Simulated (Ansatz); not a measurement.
# Does disorder add resistance in series? V(100) layers displaced at 300 K

Two lengths of the disordered region are known. What area resistance does the third give?

**Method.** Ansatz 0.2.0, plane waves with PAW datasets at their recommended cutoffs (420 eV for most), Fermi-Dirac smearing; ballistic transmission by layer matching. The area resistance is RA = A (h/2e²)(1/T − 1/N), with T the zone-mean transmission per spin and N the lead's channels, both averaged over a few energies near the Fermi level; for magnets each spin is taken apart, with h/e², and the two conduct in parallel. Lateral cell 2x2, PBE, a fresh random draw for each length. Atoms are displaced independently, by 0.0787 Å r.m.s. per direction; each RA is scaled by the nominal over the drawn mean square displacement.

Results; the value marked ? is to be predicted:

```
length (Å)  channels N  RA (fΩ m²)
      6.05       9.984       0.199
      12.1       9.901       0.402
      18.2       9.901           ?
```

**Estimate by hand.**

Ohm's law makes RA linear in the length: the slope is (0.402 − 0.199)/(12.1 − 6.05) = 0.0336 fΩ m² per Å, or 34 µΩ cm. Then 0.402 + 0.0336 × 6.05. Predicted: 0.605 fΩ m².

What the run gave:

0.619 fΩ m², so the prediction is 2.2 % too low. The three lengths together give 35 µΩ cm. The two increments are 0.20 and 0.22 fΩ m², roughly as Ohm's law has it, though with one draw for each length that is a weak test.

Caveats: The scatterers repeat sideways with the small cell. The slope is a raw one; a model of isotropic scattering puts it 1.02 times the bulk value over these lengths.

[Logs are printed without paths, hosts, clocks, repeated set-up lines and the standing remarks that a program may print on its own settings, such as how far it seeks lower states.]
